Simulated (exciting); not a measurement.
# Ge K-edge absorption of LiGeN, all-electron BSE

How far do the exchange and direct terms reshape the Ge K edge of LiGeN?

Calculated with exciting sodium; X-ray absorption, core-level Bethe-Salpeter equation, exchange and statically screened direct term, Tamm-Dancoff, all-electron LAPW+lo LDA.

Most raw output is cut from this account.

## (1) Set-up

The structure is hexagonal, space group P6_3mc (No. 186). Conventional cell: a = 3.012 Å, b = 3.012 Å, c = 9.419 Å, α = 90.00°, β = 90.00°, γ = 120.00°. Nearest to Ge lie 3 N at 2.00 Å. Nearest to N lie 3 Ge at 2.00 Å and 3 Li at 2.18 Å. Li has 3 N at 2.18 Å nearest. Farther neighbours and most contacts between anions are not listed.

Coordinates:

```xyz
6
Lattice="3.0124 0.0000 0.0000 -1.5062 2.6088 0.0000 0.0000 0.0000 9.4195" Properties=species:S:1:pos:R:3 pbc="T T T"
Ge    0.0000    0.0000    9.4008
Ge    0.0000    0.0000    4.6911
N     1.5062    0.8696    0.9723
N     0.0000    1.7392    5.6820
Li    0.0000    1.7392    2.2926
Li    1.5062    0.8696    7.0024
```

Differences between curves are given as r.m.s. difference over r.m.s. height.

## (2) Ground state

The species files are the program's own, with muffin-tin radii set in the input.

Contents of input.xml:

```
<input>
  <title>LiGeN</title>
  <structure speciespath="." autormt="false" epslat="1.0e-5">
    <crystal>
      <basevect>5.6926271065 0.0000000000 0.0000000000</basevect>
      <basevect>-2.8463135532 4.9299596885 0.0000000000</basevect>
      <basevect>0.0000000000 0.0000000000 17.8001977489</basevect>
    </crystal>
    <species speciesfile="Ge.xml" rmt="2.127">
      <atom coord="0.0000000000 0.0000000000 0.9980230000"/>
      <atom coord="0.0000000000 0.0000000000 0.4980230000"/>
    </species>
    <species speciesfile="N.xml" rmt="1.542">
      <atom coord="0.6666666667 0.3333333333 0.1032230000"/>
      <atom coord="0.3333333333 0.6666666667 0.6032230000"/>
    </species>
    <species speciesfile="Li.xml" rmt="2.236">
      <atom coord="0.3333333333 0.6666666667 0.2433920000"/>
      <atom coord="0.6666666667 0.3333333333 0.7433920000"/>
    </species>
  </structure>
  <groundstate do="fromscratch" xctype="LDA_PW" ngridk="5 5 2" rgkmax="7" gmaxvr="14" nempty="8" swidth="0.001" maxscl="100" epsengy="1e-5"/>
</input>
```

Started as:

```sh
> OMP_NUM_THREADS=1 mpirun -n 4 exciting
```

Elapsed: 60 s, on 4 MPI ranks of Arm Neoverse V2, shared host.

The mesh shows a gap of 1.94 eV. Core levels (Dirac, from the valence top):

```tsv
atom	level	energy (eV)
Ge	2s1/2	-1363.2
Ge	2p1/2	-1213.3
Ge	2p3/2	-1181.5
Ge	3s1/2	-162.1
Ge	3p1/2	-112.7
Ge	3p3/2	-108.4
N	1s1/2	-372.6
```

## (3) A richer basis for the empty states

Each species file gets more local orbitals, built from u and its energy derivative at 0.15 Ha and u at 0.9 Ha.

input.xml is that of step 2.

Contents of SPECIES.xml, added lines:

```
<lo l="L">  <!-- L = 0, 1, 2 -->
  <wf matchingOrder="0" trialEnergy="0.1500" searchE="false"/>
  <wf matchingOrder="1" trialEnergy="0.1500" searchE="false"/>
  <wf matchingOrder="0" trialEnergy="0.9000" searchE="false"/>
</lo>
```

Started as:

```sh
> OMP_NUM_THREADS=1 mpirun -n 4 exciting
```

It took 69 s on 4 MPI ranks.

Against the first ground state the total energy moves by -7 meV an atom and the gap by 0.00 eV.

## (4) Screening, kernels and BSE for Ge atom 1

The absorber has 3 N at 2.00 Å (pyramidal, site symmetry 3m).

input.xml: that of step 3 with these lines changed.

```diff
@@ -21,3 +21,20 @@
   </structure>
-  <groundstate do="fromscratch" xctype="LDA_PW" ngridk="5 5 2" rgkmax="7" gmaxvr="14" nempty="8" swidth="0.001" maxscl="100" epsengy="1e-5"/>
+  <groundstate do="skip" xctype="LDA_PW" ngridk="5 5 2" rgkmax="7" gmaxvr="14" nempty="8" swidth="0.001" maxscl="100" epsengy="1e-5"/>
+  <xs xstype="BSE" ngridk="5 5 2" ngridq="5 5 2" vkloff="0.097 0.273 0.493" rgkmax="7" nempty="31" gqmax="3" lmaxapwwf="5" lmaxemat="2" broad="0.03601" tevout="true">
+    <energywindow intv="401.383 403.000" points="439"/>
+    <screening screentype="full" nempty="53"/>
+    <BSE xas="true" xasspecies="1" xasatom="1" xasedge="K" bsetype="singlet" nstlxas="1 27"/>
+    <qpointset>
+      <qpoint>0 0 0</qpoint>
+    </qpointset>
+    <plan>
+      <doonly task="xsgeneigvec"/>
+      <doonly task="writepmatxs"/>
+      <doonly task="scrgeneigvec"/>
+      <doonly task="scrwritepmat"/>
+      <doonly task="screen"/>
+      <doonly task="scrcoulint"/>
+      <doonly task="exccoulint"/>
+    </plan>
+  </xs>
 </input>
```

Contents of input.xml for the last start (plan only):

```
  <plan>
    <doonly task="bse"/>
  </plan>
```

Started as:

```sh
> OMP_NUM_THREADS=1 mpirun -n 4 exciting
> OMP_NUM_THREADS=4 exciting
```

The job ended after 18 min (4 MPI ranks).

Wall time by task: xsgeneigvec 21 s, writepmatxs 7.6 s, scrgeneigvec 23 s, scrwritepmat 5.1 s, screen 3.5 min, scrcoulint 5.9 min, exccoulint 7 min, bse 13 s.

The Ge K spectrum of Ge atom 1 (energy from the Kohn–Sham onset, core level to the lowest empty state found on the meshes used, 10933.91 eV; the shifted mesh sets it, since it comes nearer the band minimum than the ground-state mesh; Im ε scaled to the maximum of the singlet run; cut below the end of the band set):

```tsv
E (eV)	isotropic	ε ⊥ c	ε ∥ c
-8.5	0.02	0.03	0.02
-8.0	0.03	0.03	0.02
-7.5	0.03	0.03	0.02
-7.0	0.03	0.03	0.02
-6.5	0.03	0.04	0.03
-6.0	0.04	0.04	0.03
-5.5	0.05	0.05	0.03
-5.0	0.05	0.06	0.04
-4.5	0.06	0.07	0.04
-4.0	0.07	0.09	0.05
-3.5	0.09	0.11	0.06
-3.0	0.11	0.14	0.07
-2.5	0.15	0.18	0.08
-2.0	0.21	0.26	0.10
-1.5	0.31	0.39	0.13
-1.0	0.46	0.60	0.18
-0.5	0.61	0.79	0.25
0.0	0.65	0.80	0.36
0.5	0.66	0.75	0.48
1.0	0.68	0.73	0.57
1.5	0.72	0.77	0.61
2.0	0.77	0.84	0.65
2.5	0.83	0.88	0.72
3.0	0.89	0.93	0.81
3.5	0.96	0.96	0.95
4.0	1.00	0.95	1.09
4.5	0.98	0.90	1.15
5.0	0.90	0.82	1.04
5.5	0.77	0.71	0.88
6.0	0.63	0.57	0.75
6.5	0.53	0.45	0.67
7.0	0.48	0.39	0.66
7.5	0.47	0.38	0.67
8.0	0.45	0.38	0.59
8.5	0.43	0.41	0.49
9.0	0.43	0.44	0.43
9.5	0.42	0.44	0.39
10.0	0.40	0.43	0.35
10.5	0.38	0.41	0.31
11.0	0.33	0.36	0.28
11.5	0.29	0.31	0.26
12.0	0.27	0.28	0.25
12.5	0.26	0.27	0.24
13.0	0.26	0.28	0.23
13.5	0.26	0.28	0.21
14.0	0.26	0.30	0.20
14.5	0.27	0.31	0.19
15.0	0.28	0.32	0.19
15.5	0.27	0.32	0.19
```

Maxima (height): 4.1 eV (1.00).

The Hamiltonian has 2700 rows. The lowest groups of eigenvalues and the brightest ones, on the scale above. Core spinors bring spin-forbidden partners, so dark means forbidden by spin or by symmetry, and the shifted mesh splits states that symmetry would keep together:

```tsv
energy (eV)	states within 10 meV	relative strength
-0.590	2	0.75
-0.509	2	1.00
-0.337	2	0.24
-0.210	2	0.0046
-0.098	2	0.22
-0.059	2	0.026
3.419	2	0.30
3.447	4	0.23
3.878	4	0.44
```

## (5) Independent particles

input.xml: that of step 4 with these lines changed.

```diff
@@ -25,3 +25,3 @@
     <screening screentype="full" nempty="53"/>
-    <BSE xas="true" xasspecies="1" xasatom="1" xasedge="K" bsetype="singlet" nstlxas="1 27"/>
+    <BSE xas="true" xasspecies="1" xasatom="1" xasedge="K" bsetype="IP" nstlxas="1 27"/>
     <qpointset>
@@ -30,9 +30,3 @@
     <plan>
-      <doonly task="xsgeneigvec"/>
-      <doonly task="writepmatxs"/>
-      <doonly task="scrgeneigvec"/>
-      <doonly task="scrwritepmat"/>
-      <doonly task="screen"/>
-      <doonly task="scrcoulint"/>
-      <doonly task="exccoulint"/>
+      <doonly task="bse"/>
     </plan>
```

Started as:

```sh
> OMP_NUM_THREADS=4 exciting
```

Elapsed: 1.5 s, on 4 threads.

Maxima (height): 6.3 eV (1.01). Against the singlet run the r.m.s. difference is 54 %. Moving the earlier curve by +2.9 eV leaves 19 %. The highest maximum lies at 6.3 eV (1.01), against 4.1 eV (1.00).

## (6) Exchange alone

input.xml: that of step 5 with these lines changed.

```diff
@@ -25,3 +25,3 @@
     <screening screentype="full" nempty="53"/>
-    <BSE xas="true" xasspecies="1" xasatom="1" xasedge="K" bsetype="IP" nstlxas="1 27"/>
+    <BSE xas="true" xasspecies="1" xasatom="1" xasedge="K" bsetype="RPA" nstlxas="1 27"/>
     <qpointset>
```

Started as:

```sh
> OMP_NUM_THREADS=4 exciting
```

The job ended after 48 s (4 threads).

Maxima (height): 6.3 eV (1.01). The spectrum is that of the independent-particle run within 1 %.

## (7) Direct term alone

input.xml: that of step 6 with these lines changed.

```diff
@@ -25,3 +25,3 @@
     <screening screentype="full" nempty="53"/>
-    <BSE xas="true" xasspecies="1" xasatom="1" xasedge="K" bsetype="RPA" nstlxas="1 27"/>
+    <BSE xas="true" xasspecies="1" xasatom="1" xasedge="K" bsetype="triplet" nstlxas="1 27"/>
     <qpointset>
```

Started as:

```sh
> OMP_NUM_THREADS=4 exciting
```

The job ended after 44 s (4 threads).

Maxima (height): 4.1 eV (1.00). The spectrum is that of the singlet run within 1 %.

## (8) Broadening

Changed against the first singlet run: half width (eV) from 0.98 to 0.24.

input.xml: that of step 7 with these lines changed.

```diff
@@ -22,6 +22,6 @@
   <groundstate do="skip" xctype="LDA_PW" ngridk="5 5 2" rgkmax="7" gmaxvr="14" nempty="8" swidth="0.001" maxscl="100" epsengy="1e-5"/>
-  <xs xstype="BSE" ngridk="5 5 2" ngridq="5 5 2" vkloff="0.097 0.273 0.493" rgkmax="7" nempty="31" gqmax="3" lmaxapwwf="5" lmaxemat="2" broad="0.03601" tevout="true">
-    <energywindow intv="401.383 403.000" points="439"/>
+  <xs xstype="BSE" ngridk="5 5 2" ngridq="5 5 2" vkloff="0.097 0.273 0.493" rgkmax="7" nempty="31" gqmax="3" lmaxapwwf="5" lmaxemat="2" broad="0.00882" tevout="true">
+    <energywindow intv="401.383 403.000" points="549"/>
     <screening screentype="full" nempty="53"/>
-    <BSE xas="true" xasspecies="1" xasatom="1" xasedge="K" bsetype="triplet" nstlxas="1 27"/>
+    <BSE xas="true" xasspecies="1" xasatom="1" xasedge="K" bsetype="singlet" nstlxas="1 27"/>
     <qpointset>
```

Started as:

```sh
> OMP_NUM_THREADS=4 exciting
```

Elapsed: 36 s, on 4 threads.

The spectrum differs from the singlet run by 29 % r.m.s. The highest maximum lies at 4.1 eV (1.39), against 4.1 eV (1.00). Only the width of each line changes; the area stays. A table step wider than the lines misses their tops.

```tsv
E (eV)	first run	this run
-8.0	0.03	0.01
-7.0	0.03	0.01
-6.0	0.04	0.01
-5.0	0.05	0.01
-4.0	0.07	0.02
-3.0	0.11	0.03
-2.0	0.21	0.06
-1.0	0.46	0.35
0.0	0.65	0.75
1.0	0.68	0.67
2.0	0.77	0.87
3.0	0.89	0.92
4.0	1.00	1.39
5.0	0.90	1.16
6.0	0.63	0.57
7.0	0.48	0.32
8.0	0.45	0.43
9.0	0.43	0.55
10.0	0.40	0.38
11.0	0.33	0.33
12.0	0.27	0.20
13.0	0.26	0.25
14.0	0.26	0.26
15.0	0.28	0.32
```

## (9) A changed run

In this try the input is made faulty on purpose, to show what that does.

input.xml: that of step 8 with these lines changed.

```diff
@@ -22,6 +22,6 @@
   <groundstate do="skip" xctype="LDA_PW" ngridk="5 5 2" rgkmax="7" gmaxvr="14" nempty="8" swidth="0.001" maxscl="100" epsengy="1e-5"/>
-  <xs xstype="BSE" ngridk="5 5 2" ngridq="5 5 2" vkloff="0.097 0.273 0.493" rgkmax="7" nempty="31" gqmax="3" lmaxapwwf="5" lmaxemat="2" broad="0.00882" tevout="true">
-    <energywindow intv="401.383 403.000" points="549"/>
+  <xs xstype="BSE" ngridk="5 5 2" ngridq="5 5 2" vkloff="0.097 0.273 0.493" rgkmax="7" nempty="6" gqmax="3" lmaxapwwf="5" lmaxemat="2" broad="0.03601" tevout="true">
+    <energywindow intv="401.383 403.000" points="439"/>
     <screening screentype="full" nempty="53"/>
-    <BSE xas="true" xasspecies="1" xasatom="1" xasedge="K" bsetype="singlet" nstlxas="1 27"/>
+    <BSE xas="true" xasspecies="1" xasatom="1" xasedge="K" bsetype="singlet" nstlxas="1 2"/>
     <qpointset>
@@ -30,3 +30,5 @@
     <plan>
-      <doonly task="bse"/>
+      <doonly task="writepmatxs"/>
+      <doonly task="scrcoulint"/>
+      <doonly task="exccoulint"/>
     </plan>
```

Contents of input.xml for the last start (plan only):

```
  <plan>
    <doonly task="bse"/>
  </plan>
```

Started as:

```sh
> OMP_NUM_THREADS=1 mpirun -n 4 exciting
> OMP_NUM_THREADS=4 exciting
```

It took 1.8 min on 4 MPI ranks.

The input has a fault: far too few conduction bands in the BSE. Against the singlet run the r.m.s. difference is 93 %. The highest maximum lies at 0.0 eV (0.17), against 4.1 eV (1.00). The first bright state moves from -0.59 to -0.50 eV. Transitions to the missing bands are absent and can't mix into the lines that are left.

```tsv
E (eV)	first run	this run
-8.0	0.03	0.00
-7.0	0.03	0.00
-6.0	0.04	0.01
-5.0	0.05	0.01
-4.0	0.07	0.01
-3.0	0.11	0.02
-2.0	0.21	0.04
-1.0	0.46	0.11
0.0	0.65	0.17
1.0	0.68	0.15
2.0	0.77	0.10
3.0	0.89	0.05
4.0	1.00	0.02
5.0	0.90	0.01
6.0	0.63	0.01
7.0	0.48	0.01
8.0	0.45	0.00
9.0	0.43	0.00
10.0	0.40	0.00
11.0	0.33	0.00
12.0	0.27	0.00
13.0	0.26	0.00
14.0	0.26	0.00
15.0	0.28	0.00
```

## (10) From independent particles to the full kernel

```tsv
level	curve passes 0.15 (eV)	highest maximum (eV)	its height
IP	0.0	6.3	1.01
RPA	0.0	6.3	1.01
direct only	-2.4	4.1	1.00
singlet	-2.4	4.1	1.00
```

```tsv
E (eV)	IP	RPA	direct only	singlet
-8.0	0.01	0.01	0.03	0.03
-7.0	0.02	0.02	0.03	0.03
-6.0	0.02	0.02	0.04	0.04
-5.0	0.02	0.02	0.05	0.05
-4.0	0.03	0.03	0.07	0.07
-3.0	0.04	0.04	0.11	0.11
-2.0	0.06	0.06	0.21	0.21
-1.0	0.09	0.09	0.46	0.46
0.0	0.16	0.16	0.65	0.65
1.0	0.27	0.27	0.68	0.68
2.0	0.33	0.33	0.77	0.77
3.0	0.43	0.43	0.89	0.89
4.0	0.56	0.56	1.00	1.00
5.0	0.76	0.76	0.90	0.90
6.0	0.99	0.99	0.63	0.63
7.0	0.86	0.86	0.48	0.48
8.0	0.67	0.67	0.45	0.45
9.0	0.61	0.61	0.43	0.43
10.0	0.59	0.59	0.40	0.40
11.0	0.56	0.56	0.33	0.33
12.0	0.48	0.48	0.27	0.27
13.0	0.38	0.38	0.26	0.26
14.0	0.33	0.33	0.26	0.26
15.0	0.33	0.33	0.28	0.28
```

## (11) Outcome

```yaml
absorber_and_edge: Ge K, atom 1
surroundings: 3 N at 2.00 Å (pyramidal, site symmetry 3m)
first_bright_state: -0.59 eV from the Kohn–Sham onset, on this mesh
highest_maximum: 4.1 eV
cost_of_the_bse_run: 18 min on 4 MPI ranks of Arm Neoverse V2, shared host; the last task ran on as many threads
```

In words: Is a core exciton bound? Yes on this mesh: the first bright state (over 5 % of the brightest) lies at -0.59 eV from the Kohn–Sham onset. Changing the half width (eV) from 0.98 to 0.24 alters the spectrum by 29 % r.m.s. Exchange alone changes the independent-particle spectrum by 0.0 % r.m.s. Leaving exchange out of the full kernel changes the spectrum by 0.0 % r.m.s. A mesh of 50 points doesn't converge binding energies, and fine structure above the first lines is partly noise of the mesh. Exchange and the short-range direct term aren't converged in the kernel cutoff. The zero comes from the shifted mesh, which comes near the band minimum without meeting it. The Kohn–Sham onset, 10934 eV, is no photon energy (tabulated edge of the element: 11103 eV): the scale needs a rigid shift. Bands and screening come from semilocal DFT, whose small gap overscreens. Vibrations and energy-dependent lifetimes are left out. The structure is a Materials Project entry, computed there, and may be a hypothetical form.

[Logs are printed without paths, hosts, clocks, repeated set-up lines and the standing remarks that a program may print on its own settings, such as how far it seeks lower states.]

[Hosts, paths, dates, database ids (printed as entryN), source tags and the programs' standing remarks are cut or masked in the printed files.]
